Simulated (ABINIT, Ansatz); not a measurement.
# A GW chain in ABINIT: CaGaSiH (P3m1), part 2 of 2

Aim: the G0W0 gap of CaGaSiH (P3m1) on LDA, step by step.

ABINIT 10.8.3; LDA and many-body steps on it, plane waves. Known limits of the many-body steps: not at the basis limit; mesh may overstate the screening; no spin-orbit coupling; coarse k mesh.

So far. Step 2 (Ground state): The gap is indirect, with the least direct gap 1.10 eV higher. Step 3 (Empty states on the mesh, 3×3×2 mesh, 142 bands): On this mesh the gap is 0.308 eV. The earlier step found 0.112 eV, so this mesh misses an edge.

**4. Screening, 3×3×2 mesh, 130 bands, screening to 176.9 eV**

The RPA dielectric matrix is built and inverted for each q.

This step: RPA screening on LDA, plane waves, norm-conserving pseudopotentials.

Input file run.abi:

```
acell 3*1.0 Angstrom
rprim 
  4.091099999987 0.000000000003 0.000000000000
  -2.045549999996 3.542996529410 0.000000000000
  0.000000000000 0.000000000000 4.762800000000
ntypat 4
znucl 20 31 14 1
natom 4
typat 1 2 3 4
xred 
  0.333333333333 0.666666666667 0.000000000000
  -0.000000000000 0.000000000000 0.556800000000
  0.666666666667 0.333333333333 0.433700000000
  -0.000000000000 0.000000000000 0.925000000000
pp_dirpath "pseudos"
pseudos "Ca.upf, Ga.upf, Si.upf, H.upf"
ecut 45
ngkpt 3 3 2
nshiftk 1
shiftk 0 0 0
kptopt 1
chksymbreak 0
istwfk *1
occopt 1
irdwfk 1
optdriver 3
nband 130
ecuteps 6.5
inclvkb 2
awtr 1
symchi 1
indata_prefix "in"
outdata_prefix "out"
tmpdata_prefix "tmp"
```

The run is started by

```sh
$ OMP_NUM_THREADS=1 mpirun -n 4 abinit run.abi > log
```

Numbers of over 12 decimals in the logs are rounded to 6 here.

Log:

```text
.Version 10.8.3 of ABINIT. v10.8.2 released Aug 2026.

 Symmetries : space group P3 m 1 (#156); Bravais hP (primitive hexag.)
[... echo of the input left out ...]
== DATASET  1 ==================================================================
-   mpi_nproc: 4, omp_nthreads: 1 (-1 if OMP is not activated)

--- !DatasetInfo
iteration_state: {dtset: 1, }
dimensions: {natom: 4, nkpt: 6, mband: 130, nsppol: 1, nspinor: 1, nspden: 1, mpw: 6732, }
cutoff_energies: {ecut:  45.0, pawecutdg:  -1.0, }
electrons: {nelect:   3.60000000E+01, charge:   0.00000000E+00, occopt:   1.00000000E+00, tsmear:   1.00000000E-02, }

 SCREENING: Calculation of the susceptibility and dielectric matrices

 Based on a program developped by R.W. Godby, V. Olevano, G. Onida, and L. Reining.
 Incorporated in ABINIT by V. Olevano, G.-M. Rignanese, and M. Torrent.
.Using double precision arithmetic ; gwpc =  8

[... cell and pseudopotentials left out ...]
--------------------------------------------------------------------------------

 ==== K-mesh for the wavefunctions ====
 Number of points in the irreducible wedge :     6
[... list of points left out ...]
 Together with  6 symmetry operations and time-reversal symmetry
 yields    18 points in the full Brillouin Zone.

 ==== Q-mesh for the screening function ====
 Number of points in the irreducible wedge :     6
[... list of points left out ...]
 Together with  6 symmetry operations and time-reversal symmetry
 yields    18 points in the full Brillouin Zone.

 setmesh: FFT mesh size selected  =    27x   27x   40
          total number of points  =        29160

 vcoul_init : cutoff-mode = AUXILIARY_FUNCTION
 q-points for optical limit:   1
     1)      0.000010    0.000020    0.000030

- screening: taking advantage of time-reversal symmetry
- Maximum band index for partially occupied states nbvw = 18
- Remaining bands to be divided among processors   nbcw = 112
- Number of bands treated by each node ~28

 Number of electrons calculated from density =   36.0000; Expected =   36.0000
 average of density, n =  0.077274
 r_s =    1.4564
 omega_plasma =   26.8146 [eV]

 calculating chi0 at frequencies [eV] :
  1    0.000000E+00    0.000000E+00
  2    0.000000E+00    2.681464E+01

--------------------------------------------------------------------------------
  q-point number  1        q = ( 0.000000, 0.000000, 0.000000) [r.l.u.]
--------------------------------------------------------------------------------
[... chi0 elements left out ...]
 For q-point:  0.000010 0.000020 0.000030
  dielectric constant =  35.8872
  dielectric constant without local fields =  39.7132

  Average fulfillment of the sum rule on Im[epsilon] for q-point    1 :     48.31  [%]
[... wings left out ...]
  q-point number  2        q = ( 0.333333, 0.000000, 0.000000) [r.l.u.]
--------------------------------------------------------------------------------
[... chi0 elements left out ...]
  Average fulfillment of the sum rule on Im[epsilon] for q-point    2 :     51.95  [%]

 [... 4 further q-points ...]
```

The job ended after 36 s (4 MPI ranks of Arm Neoverse V1, shared host; peak memory 1 GiB; 2.4 min of CPU time).

This step gave:

| Quantity | Value |
| --- | --- |
| ε∞ with local fields, on this mesh, along the program's q direction | 35.89 |
| the same without local fields | 39.71 |
| plasma frequency | 26.81 eV |
| plane waves in the screening matrix | 365 |

Local fields lower ε∞ by 10 %. On a Γ-centred mesh this coarse the value itself is usually too large, while a short band sum pulls it down.

**5. Self-energy, 3×3×2 mesh, 130 bands, screening to 176.9 eV**

The self-energy is evaluated for the states that the input lists, and the levels follow from it, in one-shot runs by the linearised quasiparticle equation.

This step: G0W0 on LDA, plane waves, norm-conserving pseudopotentials.

run.abi: that of step 4 with these lines changed.

```diff
@@ -25,8 +25,19 @@
 irdwfk 1
-optdriver 3
+optdriver 4
 nband 130
+gwcalctyp 0
+ecutsigx 45
+symsigma 1
+nkptgw 3
+kptgw 
+  0.0000000000 0.0000000000 0.5000000000
+  0.3333333333 0.3333333333 0.0000000000
+  0.0000000000 0.0000000000 0.0000000000
+bdgw 
+  16 21
+  17 20
+  17 21
 ecuteps 6.5
-inclvkb 2
-awtr 1
-symchi 1
+irdscr 1
+ppmodel 1
 indata_prefix "in"
```

Log:

```text
.Version 10.8.3 of ABINIT. v10.8.2 released Aug 2026.

 Symmetries : space group P3 m 1 (#156); Bravais hP (primitive hexag.)
[... echo of the input left out ...]
== DATASET  1 ==================================================================
-   mpi_nproc: 4, omp_nthreads: 1 (-1 if OMP is not activated)

--- !DatasetInfo
iteration_state: {dtset: 1, }
dimensions: {natom: 4, nkpt: 6, mband: 130, nsppol: 1, nspinor: 1, nspden: 1, mpw: 6732, }
cutoff_energies: {ecut:  45.0, pawecutdg:  -1.0, }
electrons: {nelect:   3.60000000E+01, charge:   0.00000000E+00, occopt:   1.00000000E+00, tsmear:   1.00000000E-02, }

 SIGMA: Calculation of the GW corrections

 Based on a program developped by R.W. Godby, V. Olevano, G. Onida, and L. Reining.
 Incorporated in ABINIT by V. Olevano, G.-M. Rignanese, and M. Torrent.
.Using double precision arithmetic ; gwpc =  8

[... cell and pseudopotentials left out ...]
--------------------------------------------------------------------------------

 ==== K-mesh for the wavefunctions ====
 Number of points in the irreducible wedge :     6
[... list of points left out ...]
 Together with  6 symmetry operations and time-reversal symmetry
 yields    18 points in the full Brillouin Zone.

 ==== Q-mesh for screening function ====
 Number of points in the irreducible wedge :     6
[... list of points left out ...]
 Together with  6 symmetry operations and time-reversal symmetry
 yields    18 points in the full Brillouin Zone.

 vcoul_init : cutoff-mode = AUXILIARY_FUNCTION
 q-points for optical limit:   1
     1)      0.000010    0.000020    0.000030
 setmesh: FFT mesh size selected  =    45x   45x   60
          total number of points  =       121500

 Number of electrons calculated from density =   36.0000; Expected =   36.0000
 average of density, n =  0.077274
 r_s =    1.4564
 omega_plasma =   26.8146 [eV]

 === KS Band Gaps ===
  >>>> For spin  1
   Minimum direct gap =   1.2101 [eV], located at k-point      :   0.0000  0.0000  0.5000
   Fundamental gap    =   0.3078 [eV], Top of valence bands at :   0.0000  0.0000  0.5000
                                       Bottom of conduction at :   0.3333  0.3333  0.0000
 SIGMA fundamental parameters:
 PLASMON POLE MODEL  1
 number of plane-waves for SigmaX                 6717
 number of plane-waves for SigmaC and W            365
 number of plane-waves for wavefunctions          6717
 number of bands                                   130
 number of independent spin polarizations            1
 number of spinorial components                      1
 number of k-points in IBZ                           6
 number of q-points in IBZ                           6
 number of symmetry operations                       6
 number of k-points in BZ                           18
 number of q-points in BZ                           18
 number of frequencies for dSigma/dE                 9
 frequency step for dSigma/dE [eV]                0.25
 number of omega for Sigma on real axis              0
 max omega for Sigma on real axis  [eV]           0.00
 zcut for avoiding poles [eV]                     0.10

 EPSILON^-1 parameters (SCR file):
 dimension of the eps^-1 matrix on file            365
 dimension of the eps^-1 matrix used               365
 number of plane-waves for wavefunctions          6717
 number of bands                                   130
 number of q-points in IBZ                           6
 number of frequencies                               2
 number of real frequencies                          1
 number of imag frequencies                          1

 matrix elements of self-energy operator (all in [eV])

 Perturbative Calculation

--- !SelfEnergy_ee
iteration_state: {dtset: 1, }
kpoint     : [   0.000,    0.000,    0.500, ]
spin       : 1
KS_gap     :    1.210
QP_gap     :    2.018
Delta_QP_KS:    0.808
data: !SigmaeeData |
     Band     E0 <VxcDFT>   SigX SigC(E0)      Z dSigC/dE  Sig(E)    E-E0       E
       16   5.770 -11.950 -13.342   1.022   0.775  -0.290 -12.237  -0.286   5.484
       17   5.770 -11.950 -13.342   1.022   0.775  -0.290 -12.237  -0.286   5.484
       18   6.122 -11.190 -12.229   0.594   0.774  -0.293 -11.534  -0.344   5.778
       19   7.332 -12.465  -7.466  -4.399   0.775  -0.290 -12.000   0.464   7.796
       20   7.379 -12.147  -6.988  -4.214   0.782  -0.279 -11.408   0.739   8.119
       21   7.379 -12.147  -6.988  -4.214   0.782  -0.279 -11.408   0.739   8.119

--- !SelfEnergy_ee
iteration_state: {dtset: 1, }
kpoint     : [   0.333,    0.333,    0.000, ]
spin       : 1
KS_gap     :    1.331
QP_gap     :    2.020
Delta_QP_KS:    0.689
data: !SigmaeeData |
     Band     E0 <VxcDFT>   SigX SigC(E0)      Z dSigC/dE  Sig(E)    E-E0       E
       17   3.080 -12.201 -14.672   2.073   0.764  -0.309 -12.505  -0.304   2.776
       18   5.098 -10.716 -11.675   0.695   0.771  -0.296 -10.920  -0.204   4.894
       19   6.429 -11.396  -7.026  -3.753   0.785  -0.273 -10.912   0.485   6.914
       20   8.134 -11.022  -5.630  -4.652   0.783  -0.278 -10.443   0.579   8.713

--- !SelfEnergy_ee
iteration_state: {dtset: 1, }
kpoint     : [   0.000,    0.000,    0.000, ]
spin       : 1
KS_gap     :    1.808
QP_gap     :    2.308
Delta_QP_KS:    0.500
data: !SigmaeeData |
     Band     E0 <VxcDFT>   SigX SigC(E0)      Z dSigC/dE  Sig(E)    E-E0       E
       17   5.207 -11.729 -12.919   0.989   0.776  -0.289 -11.884  -0.155   5.052
       18   5.207 -11.729 -12.919   0.989   0.776  -0.289 -11.884  -0.155   5.052
       19   7.015 -11.327  -6.741  -4.144   0.779  -0.284 -10.982   0.344   7.360
       20   8.904 -11.262  -6.289  -4.492   0.776  -0.289 -10.888   0.374   9.277
       21   8.904 -11.262  -6.289  -4.492   0.776  -0.289 -10.888   0.374   9.277

== END DATASET(S) ==============================================================
================================================================================

 -outvars: echo values of variables after computation  --------
           etotal      0.0000000000E+00
            nband         130
             nkpt           6
          spgroup         156
 [... the other variables as echoed above ...]

 Calculation completed.
```

Run time: 25 s. Hardware: 4 MPI ranks; peak memory 0.96 GiB; 1.7 min of CPU time.

This step gave:

| Quantity | Value |
| --- | --- |
| G0W0 gap on the points computed | 1.136 eV |
| starting gap on the mesh | 0.3078 eV |
| k of the valence top | 0, 0, 0.5 |
| k of the conduction bottom | 0.3333, 0.3333, 0 |
| Z at the valence top | 0.774 |
| Z at the conduction bottom | 0.785 |
| least direct G0W0 gap on the computed points | 2.018 eV |

The gap on the mesh goes from 0.31 eV to 1.14 eV, a correction of +0.83 eV. The start differs from the 0.11 eV found before because the two sample other k points.

Limits: finite bands, cutoff and mesh; no spin-orbit coupling; coarse k mesh. v1 is the top filled band, c1 the lowest empty one. Levels before and after the correction, in eV, zero at the valence-band top of each column:

```
           conduction bottom  valence top
Kohn-Sham               0.31         0.00
     G0W0               1.14         0.00
```

```
                        level  energy (eV)
Kohn-Sham     (0 0 0.5) v3-v2       -0.351
Kohn-Sham        (0 0 0.5) v1        0.000
Kohn-Sham        (0 0 0.5) c1        1.210
Kohn-Sham     (0 0 0.5) c2-c3        1.258
Kohn-Sham  (0.333 0.333 0) v2       -3.041
Kohn-Sham  (0.333 0.333 0) v1       -1.023
Kohn-Sham  (0.333 0.333 0) c1        0.308
Kohn-Sham  (0.333 0.333 0) c2        2.013
     G0W0     (0 0 0.5) v3-v2       -0.294
     G0W0        (0 0 0.5) v1        0.000
     G0W0        (0 0 0.5) c1        2.018
     G0W0     (0 0 0.5) c2-c3        2.341
     G0W0  (0.333 0.333 0) v2       -3.002
     G0W0  (0.333 0.333 0) v1       -0.884
     G0W0  (0.333 0.333 0) c1        1.136
     G0W0  (0.333 0.333 0) c2        2.935
```

**6. Where the time went**

Times are wall times on 4 MPI ranks of Arm Neoverse V1, shared host, good to a factor of about two.

```
                    step  time  share  memory (GiB)
            ground state  54 s   29 %          0.42
empty states on the mesh  71 s   38 %           0.4
               screening  36 s   19 %             1
             self-energy  25 s   14 %          0.96
```

**7. Results**

```yaml
lda_gap: 0.11 eV, indirect
g0w0_gap_on_the_mesh: 1.14 eV
g0w0_gap_over_the_zone_rigid_shift: 0.94 eV
gw_settings: 3×3×2 mesh, 130 bands, screening to 176.9 eV, Godby-Needs plasmon pole
known_limits: not at the basis limit; mesh may overstate the screening; no spin-orbit coupling; coarse k mesh
```

What this shows: G0W0 moves the gap on the mesh from 0.31 eV to 1.14 eV (+0.83 eV), with Z of 0.77 and 0.79 at the edges. The mesh misses the band edges by 0.20 eV in all; a rigid shift gives 0.94 eV for the zone. Local fields lower the RPA ε∞ on this mesh from 39.71 to 35.89; a Γ-centred mesh this coarse tends to raise both, most where the direct gap is narrow, while a short band sum lowers them. Only 3 of the mesh's irreducible points were corrected, so a valley elsewhere could overtake. Bands and cutoff are finite, so the gap is not at the basis limit. The miss can reach some tenths of an eV and take either sign; the mesh is an error of its own. In the G0W0 run levels were corrected at 3 k points alone, so a gap called «on the mesh» is the least over those, and an edge elsewhere would be missed. A denser mesh or path gives a starting gap of 0.11 eV: the GW mesh misses a band edge, so its gaps are not the fundamental one. The 3×3×2 mesh is coarse for this cell, which bears on the long-range parts of exchange and screening. The RPA ε∞ on this mesh reaches over 25; with a narrow direct gap a coarse mesh can overstate it, and the correction is then too small. The many-body steps are scalar-relativistic: spin-orbit coupling is not in them.

[Paths, hosts, dates, memory and timing lines, banners, echoed tables and standing remarks are left out of the program output.]

[Logs are printed without paths, hosts, clocks, repeated set-up lines and the standing remarks that a program may print on its own settings, such as how far it seeks lower states.]

[Runs of the session that timed out or met a known fault of the program may be left out.]

[Hosts, paths, dates, database ids (printed as entryN), source tags and the programs' standing remarks are cut or masked in the printed files.]

[G0W0 gaps are taken among the corrected bands and points alone; a level outside them can change the order at an edge.]

[Where Ansatz stands beside ABINIT at settings called matched, ABINIT's density can come from a denser mesh and the files from another edition; pairs whose starting gaps differed by over 0.03 eV were left out, so agreement reads better than it is.]
